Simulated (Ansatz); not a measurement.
**AlIn2N3 (Cmc2_1): band gap by G0W0 on PBE**

Aim: the quasiparticle gap of AlIn2N3 (Cmc2_1), starting from PBE.

Method: PBE, then G0W0 on it, plane waves, PAW, in Ansatz 0.2.0.

This is a report of a sequence of runs, with most program output left out.

### Step 1. The structure

Symmetry: Cmc2_1, No. 36, orthorhombic system. The conventional cell has a = 10.296 Å, b = 5.926 Å, c = 5.500 Å, α = 90.00°, β = 90.00°, γ = 90.00°. Nearest to Al lie 4 N at 1.90 to 1.92 Å. Nearest to In lie 4 N at 2.18 to 2.20 Å. N has 1 Al at 1.90 Å and 3 In at 2.18 to 2.20 Å nearest. Nearest to N lie 2 Al at 1.91 to 1.92 Å and 2 In at 2.19 Å. Farther neighbours and most contacts between anions are not listed.

The cell and positions are those that the Materials Project relaxed with its own functionals (PBE, PBE+U or r2SCAN), kept fixed.

### Step 2. The PBE band structure

Levels along a band path and on the mesh show where this functional puts the band edges.

This step: DFT, PBE, plane waves, PAW; PAW set soft_1.

input.yaml

```yaml
crystal:
  lattice:
    - [5.1481021059, -2.9628729689, 0.0]
    - [5.1481021059, 2.9628729689, 0.0]
    - [0.0, 0.0, 5.500038]
  atoms:
    - { symbol: Al, position: [0.341243, 0.658757, 0.989218] }
    - { symbol: Al, position: [0.658757, 0.341243, 0.489218] }
    - { symbol: In, position: [0.988295, 0.335413, 0.987121] }
    - { symbol: In, position: [0.664587, 0.011705, 0.987121] }
    - { symbol: In, position: [0.011705, 0.664587, 0.487121] }
    - { symbol: In, position: [0.335413, 0.988295, 0.487121] }
    - { symbol: "N", position: [0.968855, 0.332959, 0.385637] }
    - { symbol: "N", position: [0.667041, 0.031145, 0.385637] }
    - { symbol: "N", position: [0.031145, 0.667041, 0.885637] }
    - { symbol: "N", position: [0.332959, 0.968855, 0.885637] }
    - { symbol: "N", position: [0.368643, 0.631357, 0.337266] }
    - { symbol: "N", position: [0.631357, 0.368643, 0.837266] }
kpoints:
  mp_grid: { grid: [6, 6, 4] }
  band_path:
    path:
      - [[0.0, 0.0, 0.0], [0.5, 0.5, 0.0], [0.3328079, 0.6671921, 0.0]]
      - [[-0.3328079, 0.3328079, 0.0], [0.0, 0.0, 0.0], [0.0, 0.0, 0.5], [-0.3328079, 0.3328079, 0.5]]
      - [[0.3328079, 0.6671921, 0.5], [0.5, 0.5, 0.5], [0.5, 0.5, 0.0]]
      - [[0.0, 0.0, 0.0], [0.0, 0.5, 0.0], [0.0, 0.5, 0.5], [0.0, 0.0, 0.5], [0.5, 0.5, 0.5]]
    npoints: 10
hamiltonian:
  xc: pbe
  pseudopotentials: { kind: paw, azcp: { folder: soft_1 } }
scf:
  occupations: { method: fermi_dirac, width: 0.02 }
  n_extra_bands: 8
output:
  eigenvalues: true
  forces: true
  stress: true
  write_density: true
  write_potential: true
  elf: true
  volumetric_format: npy
```

The run is started by

```console
ansatz run input.yaml --threads 2 --pin off --max-ram 92160MiB --backend cuda --events-out ev --progress --plain --runs-dir out --devices 1 --max-vram 13GiB
```

It took 11 s on 1 × NVIDIA H100 80GB HBM3 (shared by 6 runs) with 2 threads of AMD EPYC 7R13 (Zen 3), shared host; peak memory 1.1 GiB.

This step gave:

```
pressure             : -0.1502 GPa
filled bands         : 44
gap                  : 0.8805 eV
valence top at       : Γ
conduction bottom at : Γ
least direct gap     : 0.8805 eV
```

Over mesh and path the gap is 0.881 eV, direct, at k = Γ.

Electronic bands along the path, in eV, zero at the top of the highest nominally filled band:

| point | band 41 | band 42 | band 43 | band 44 | band 45 | band 46 | band 47 | band 48 |
| --- | --- | --- | --- | --- | --- | --- | --- | --- |
| Γ | -0.59 | -0.05 | -0.01 | 0.00 | 0.88 | 3.43 | 4.98 | 5.34 |
| halfway | -1.26 | -0.77 | -0.18 | -0.17 | 2.12 | 4.14 | 4.89 | 5.03 |
| Y | -0.76 | -0.71 | -0.48 | -0.37 | 3.52 | 3.61 | 4.21 | 5.22 |
| halfway | -0.75 | -0.68 | -0.54 | -0.26 | 3.59 | 3.59 | 4.12 | 5.15 |
| F0 | -0.79 | -0.71 | -0.48 | -0.14 | 3.64 | 3.70 | 4.01 | 5.01 |
| jump to Δ0 | -0.79 | -0.71 | -0.48 | -0.14 | 3.64 | 3.70 | 4.01 | 5.01 |
| halfway | -1.15 | -0.81 | -0.25 | -0.18 | 2.35 | 4.40 | 4.61 | 5.45 |
| Γ | -0.59 | -0.05 | -0.01 | 0.00 | 0.88 | 3.43 | 4.98 | 5.34 |
| halfway | -0.48 | -0.45 | -0.12 | -0.11 | 1.99 | 3.49 | 5.37 | 5.72 |
| Z | -0.32 | -0.32 | -0.23 | -0.23 | 3.15 | 3.15 | 5.84 | 5.84 |
| halfway | -0.80 | -0.80 | -0.54 | -0.54 | 3.75 | 3.75 | 4.77 | 4.77 |
| B0 | -1.00 | -1.00 | -0.70 | -0.70 | 4.01 | 4.01 | 4.16 | 4.16 |
| jump to G0 | -1.00 | -1.00 | -0.70 | -0.70 | 4.01 | 4.01 | 4.16 | 4.16 |
| halfway | -0.97 | -0.97 | -0.67 | -0.67 | 4.02 | 4.02 | 4.33 | 4.33 |
| T | -0.99 | -0.99 | -0.70 | -0.70 | 4.00 | 4.00 | 4.45 | 4.45 |
| halfway | -0.99 | -0.86 | -0.56 | -0.25 | 3.74 | 3.83 | 3.84 | 5.06 |
| Y | -0.76 | -0.71 | -0.48 | -0.37 | 3.52 | 3.61 | 4.21 | 5.22 |
| jump to Γ | -0.59 | -0.05 | -0.01 | 0.00 | 0.88 | 3.43 | 4.98 | 5.34 |
| halfway | -1.21 | -0.77 | -0.19 | -0.19 | 2.12 | 4.23 | 4.75 | 5.41 |
| S | -0.73 | -0.63 | -0.60 | -0.41 | 3.52 | 3.58 | 4.64 | 4.81 |
| halfway | -0.89 | -0.67 | -0.57 | -0.42 | 3.45 | 3.74 | 4.40 | 4.79 |
| R | -0.95 | -0.95 | -0.87 | -0.87 | 3.91 | 3.91 | 4.44 | 4.44 |
| halfway | -0.73 | -0.73 | -0.47 | -0.47 | 3.67 | 3.67 | 4.88 | 4.88 |
| Z | -0.32 | -0.32 | -0.23 | -0.23 | 3.15 | 3.15 | 5.84 | 5.84 |
| halfway | -0.61 | -0.61 | -0.47 | -0.47 | 3.72 | 3.72 | 4.76 | 4.76 |
| T | -0.99 | -0.99 | -0.70 | -0.70 | 4.00 | 4.00 | 4.45 | 4.45 |

Electrostatic potential energy in the ac plane of the conventional cell at fractional y = 0.159, with atoms of Al and In and N within 0.2 Å of it. With pseudopotentials it is smooth inside the atoms' cores, unlike the true potential.

Ten even steps from '0' (-29 eV) to '9' (12 eV), each cell a mean:
```
88830279866787568876788401698
99710069888882006887898200499
99830279999981005999999401699
99987799999995238999999877999
99987789999998779999998777899
99742247999986667899986323689
98510015999866875799973000279
98300004899868996799971000169
98510016999866875899973000279
99742248999986557999996323689
99987789999998889999998777899
99999999999999999999999999999
99999999999999999999999999999
89999999877899999887899999998
88987899766799999866789978998
```
Columns run along a (10.3 Å; values clipped at the 3rd and 97th percentile), rows up along c (5.5 Å), edges of the conventional cell, whose origin can differ from the input's. Atoms in or near the plane, at fractional coordinates: Al at (0.50, 0.49), In at (0.16, 0.49), In at (0.84, 0.49), N at (0.15, 0.89), N at (0.85, 0.89), N at (0.50, 0.84).

Valence density in the ac plane of the conventional cell at fractional y = 0.159, with atoms of Al and In and N within 0.2 Å of it. It is the smooth field of the valence electrons, not physical close to the nuclei.

Values in units of 1e0 e/Å³, 8 rows by 16 columns, each cell a mean:
```
0.2 1.2 2.9 1.3 0.3 0.3 0.4 1.4 1.8 0.5 0.3 0.3 0.8 2.8 1.8 0.3
0.1 0.8 2.0 0.9 0.2 0.1 0.3 2.0 2.6 0.6 0.1 0.1 0.6 1.9 1.1 0.2
0.1 0.3 0.8 0.5 0.1 0.1 0.2 0.6 0.7 0.2 0.1 0.1 0.3 0.8 0.4 0.1
0.1 1.3 6.0 3.3 0.3 0.2 0.2 0.1 0.1 0.2 0.2 0.2 2.0 6.3 2.4 0.2
0.2 1.3 5.8 3.2 0.4 0.4 0.4 0.1 0.1 0.3 0.4 0.3 2.0 6.1 2.3 0.2
0.2 0.2 0.5 0.3 0.2 0.3 0.2 0.1 0.1 0.2 0.3 0.2 0.3 0.6 0.3 0.2
0.1 0.1 0.1 0.1 0.1 0.1 0.1 0.1 0.1 0.1 0.1 0.1 0.1 0.1 0.1 0.1
0.1 0.3 0.6 0.3 0.2 0.3 0.2 0.2 0.2 0.2 0.3 0.3 0.3 0.5 0.4 0.1
```
Columns run along a (10.3 Å), rows up along c (5.5 Å), edges of the conventional cell, whose origin can differ from the input's. Atoms in or near the plane, at fractional coordinates: Al at (0.50, 0.49), In at (0.16, 0.49), In at (0.84, 0.49), N at (0.15, 0.89), N at (0.85, 0.89), N at (0.50, 0.84).

### Step 3. The quasiparticle correction

G0W0 replaces the xc potential by a self-energy built once from the orbitals of the start. Levels are corrected in the window of bands that the input names, at points of the mesh.

This step: G0W0 on PBE, plane waves, PAW; PAW set soft_1.

input.yaml, the sections that differ from step 2:

```yaml
kpoints:
  mp_grid: { grid: [6, 6, 4] }
scf:
  occupations: { method: fixed }
gw:
  n_empty_bands: 920
  ecut_chi: 180.0
  qp_bands: [v4, c4]
  qp_kpoints: band_edges
  screening: { model: contour_deformation }
# crystal, hamiltonian: as in step 2
# output: removed
```

Run time: 14 min. Hardware: 1 × NVIDIA H100 80GB HBM3 (shared by 6 runs) with 2 threads; peak memory 9.1 GiB.

Numbers from this step:

| Item | Value |
| --- | --- |
| bands summed | 964 |
| RPA ε∞ on this mesh (eigenvalues) | 7.282, 7.312, 7.498 |
| plane waves in the screening matrix | 925 |
| q-points in the mesh | 144 |
| G0W0 gap over the corrected points | 1.634 eV |
| k of the valence top | 0, 0, 0 |
| k of the conduction bottom | 0, 0, 0 |
| starting gap on the mesh | 0.8805 eV |
| Z at the valence top | 0.7338 |
| Z at the conduction bottom | 0.7784 |
| least direct G0W0 gap over the corrected points | 1.634 eV |

Over 33 of 39 irreducible mesh points the G0W0 gap is 1.634 eV, direct, at k = Γ. The PBE gap of this run on the mesh is 0.881 eV. The two states that bound the G0W0 gap lie that far apart at the start, so the correction of the gap is 1.634 − 0.881 = +0.753 eV.

Labels follow the order of the start: v1 is the top filled band, c1 the lowest empty one; levels that stay degenerate share a row, the window can cut a multiplet, doubted levels are not marked in this list, bands outside the window were not corrected, and the list may be a part of the corrected levels. Levels before and after the correction, in eV, zero at the valence-band top of each column:

|  | conduction bottom | valence top |
| --- | --- | --- |
| Kohn-Sham | 0.88 | 0.00 |
| G0W0 | 1.63 | 0.00 |

|  | level | occupation | energy (eV) |
| --- | --- | --- | --- |
| Kohn-Sham | Γ v4 | 2 | -0.585 |
| Kohn-Sham | Γ v3 | 2 | -0.047 |
| Kohn-Sham | Γ v2 | 2 | -0.013 |
| Kohn-Sham | Γ v1 | 2 | 0.000 |
| Kohn-Sham | Γ c1 | 0 | 0.881 |
| Kohn-Sham | Γ c2 | 0 | 3.425 |
| Kohn-Sham | Γ c3 | 0 | 4.979 |
| Kohn-Sham | Γ c4 | 0 | 5.339 |
| G0W0 | Γ v4 | 2 | -0.648 |
| G0W0 | Γ v3 | 2 | -0.059 |
| G0W0 | Γ v2 | 2 | -0.017 |
| G0W0 | Γ v1 | 2 | 0.000 |
| G0W0 | Γ c1 | 0 | 1.634 |
| G0W0 | Γ c2 | 0 | 4.329 |
| G0W0 | Γ c3 | 0 | 5.731 |
| G0W0 | Γ c4 | 0 | 6.002 |

The parts of the quasiparticle energy for the two states that bound the G0W0 gap, in eV on the run's own scale (QP = start + Σx + Σc − Vxc, with Σc at the quasiparticle energy):

| edge | k | band | start | Σx | Σc | Vxc | Z | QP |
| --- | --- | --- | --- | --- | --- | --- | --- | --- |
| valence top | Γ | 44 | 8.622 | −21.823 | 2.687 | −18.584 | 0.734 | 8.070 |
| conduction bottom | Γ | 45 | 9.503 | −11.546 | −2.994 | −14.742 | 0.778 | 9.705 |

### Step 4. Spin-orbit coupling in PBE

This run has two-component orbitals with spin-orbit coupling.

This step: DFT, PBE with spin-orbit coupling, plane waves, PAW; PAW set soft_1.

input.yaml, as its differences from that of step 3:

```diff
@@ -20,12 +20,29 @@
   mp_grid: { grid: [6, 6, 4] }
+  band_path:
+    path:
+      - [0.0, 0.0, 0.0]
+      - [0.5, 0.5, 0.0]
+      - [0.3328079, 0.6671921, 0.0]
+      - [-0.3328079, 0.3328079, 0.0]
+      - [0.0, 0.0, 0.5]
+      - [-0.3328079, 0.3328079, 0.5]
+      - [0.3328079, 0.6671921, 0.5]
+      - [0.5, 0.5, 0.5]
+    npoints: 1
 hamiltonian:
   xc: pbe
-  pseudopotentials: { kind: paw, azcp: { folder: soft_1 } }
+  pseudopotentials: { kind: paw_fr, azcp: { folder: soft_1 } }
 scf:
-  occupations: { method: fixed }
-gw:
-  n_empty_bands: 920
-  ecut_chi: 180.0
-  qp_bands: [v4, c4]
-  qp_kpoints: band_edges
-  screening: { model: contour_deformation }
+  occupations: { method: fermi_dirac, width: 0.02 }
+  n_extra_bands: 16
+magnetization:
+  noncollinear: true
+  spin_orbit: true
+output:
+  eigenvalues: true
+  forces: true
+  stress: true
+  write_density: true
+  write_potential: true
+  elf: true
+  volumetric_format: npy
```

The job ended after 18 s (1 × NVIDIA H100 80GB HBM3 (shared by 6 runs) with 2 threads; peak memory 1.5 GiB).

This step gave:

```
pressure             : -0.2176 GPa
gap                  : 0.8815 eV
valence top at       : Γ
conduction bottom at : Γ
least direct gap     : 0.8815 eV
```

Over mesh and listed points the gap is 0.882 eV, direct, at k = Γ. PBE+SOC against PBE: 0.882 − 0.881 = +0.001 eV, with the same mesh, set of files (read in its fully relativistic form for the spin-orbit run) and cutoff, and both edges at the same k points. The spin-orbit run sees mesh and listed points alone, so its gap is an upper bound: the coupling can move an edge off these points, the more so as this crystal has no centre of inversion, and the change over the zone, its sign included where it is small, is not known.

### Step 5. The runs together

Each gap is the least one over the points named; times are wall times on shared hosts, not benchmarks. A G0W0 time includes the run's own self-consistent start. Runs with listed points see these and the mesh alone, so an edge that moves elsewhere is missed. Rows marked * are further runs, not shown as steps, whose inputs differ from the G0W0 step on the same start in the columns given; solver thresholds can differ too.

| level | mesh | files, cutoff | bands summed, screening | points | gap (eV) | valence top | conduction bottom | least direct gap (eV) | time |
| --- | --- | --- | --- | --- | --- | --- | --- | --- | --- |
| PBE | 6×6×4 | soft_1 PAW, 420 eV | - | mesh and path | 0.881 | Γ | Γ | 0.881 | 11 s |
| PBE+SOC | 6×6×4 | soft_1 PAW, 420 eV | - | mesh and listed points | 0.882 | Γ | Γ | 0.882 | 18 s |
| G0W0@PBE* | 6×6×4 | soft_1 PAW, 420 eV | 195, 54 eV | 33 of 39 irreducible mesh points | 1.347 | Γ | Γ | 1.347 | 2.4 min |
| G0W0@PBE* | 6×6×4 | soft_1 PAW, 420 eV | 471, 108 eV | 33 of 39 irreducible mesh points | 1.563 | Γ | Γ | 1.563 | 5.9 min |
| G0W0@PBE | 6×6×4 | soft_1 PAW, 420 eV | 964, 180 eV | 33 of 39 irreducible mesh points | 1.634 | Γ | Γ | 1.634 | 14 min |
| G0W0@PBE* | 3×3×2 | soft_1 PAW, 420 eV | 471, 108 eV | 7 of 8 irreducible mesh points | 1.425 | Γ | Γ | 1.425 | 26 s |

### Step 6. Outcome

| Property | Result |
| --- | --- |
| PBE gap over mesh and path | 0.881 eV, direct, at k = Γ |
| G0W0@PBE gap over 33 of 39 irreducible mesh points | 1.634 eV, direct, at k = Γ |
| PBE+SOC gap over mesh and listed points | 0.882 eV |
| estimated limit in bands and cutoff, on this mesh | 1.702 eV |
| GW settings | 6×6×4 mesh, 920 empty bands, screening to 180 eV, PAW set soft_1 files |
| known limits | finite bands, screening cutoff and k mesh; no spin-orbit coupling in G0W0; d shells not analysed |

What this shows: Over 33 of 39 irreducible mesh points the G0W0 gap is 1.634 eV, direct, at k = Γ. The PBE gap of this run on the mesh is 0.881 eV. The two states that bound the G0W0 gap lie that far apart at the start, so the correction of the gap is 1.634 − 0.881 = +0.753 eV. The valence state moves by 8.070 − 8.622 = −0.552 eV and the conduction state by 9.705 − 9.503 = +0.202 eV, on the run's own scale; with 195 bands the edge states move by +0.144 and +0.611 eV, so the split between the edges depends on the bands and cutoff. Both edges that PBE shows over mesh and path lie at k points where levels were corrected. Levels at other points were not corrected, so a lower G0W0 gap elsewhere in the zone is not ruled out. From 195 bands and 54 eV to 964 bands and 180 eV the gap moves by 1.634 − 1.347 = +0.287 eV (rung by rung 1.347, 1.563, 1.634 eV); bands and screening cutoff rise together, so their parts are not told apart. A line in one over the bands through the two highest rungs gives 1.634 + (1.634 − 1.563) × 471 / (964 − 471) = 1.702 eV, and through the pair below 1.563 + (1.563 − 1.347) × 195 / (471 − 195) = 1.716 eV. The two agree within 0.03 eV and the same two states bound the gap in each rung, so 1.702 eV is taken as an estimate of the limit on this mesh. With the 3×3×2 mesh in place of the 6×6×4 mesh and all else as in the G0W0@PBE row with 471 bands, the gap differs by 1.425 − 1.563 = −0.138 eV, and that of the start by 0.879 − 0.881 = −0.002 eV. PBE+SOC against PBE: 0.882 − 0.881 = +0.001 eV, with the same mesh, set of files (read in its fully relativistic form for the spin-orbit run) and cutoff, and both edges at the same k points. The spin-orbit run sees mesh and listed points alone, so its gap is an upper bound: the coupling can move an edge off these points, the more so as this crystal has no centre of inversion, and the change over the zone, its sign included where it is small, is not known. What spin-orbit coupling does to the G0W0 levels was not computed, so no sum with the G0W0 gap is formed. The G0W0 runs are scalar-relativistic. One-shot GW is known to converge slowly in bands for compounds with shallow d shells. The cell holds In; the filling of the d shell and its place against the gap were not analysed here. G0W0 is shown with one set of atomic data (soft_1 PAW), so the error from the files is not known here.

[Paths, hosts, dates, memory and timing lines, banners, echoed tables and standing remarks are left out of the program output.]

[Logs are printed without paths, hosts, clocks, repeated set-up lines and the standing remarks that a program may print on its own settings, such as how far it seeks lower states.]

[Runs of the session that timed out or met a known fault of the program may be left out.]

[Cells called generated may have been cut or substituted from an entry of the Crystallography Open Database or the Materials Project.]

[Hosts, paths, dates, database ids (printed as entryN), source tags and the programs' standing remarks are cut or masked in the printed files.]

[Where an RPA ε∞ is given, it is that of the G0W0 mesh and is not shown converged in it. Names of k-points follow the symmetry that the program found, which can be lower than the space group named. Band edges on a path are those of the sampled points; other points can move an edge, and change direct to indirect where valleys lie close.]

[Hybrid gaps are those of their k-mesh and are not shown converged in it.]
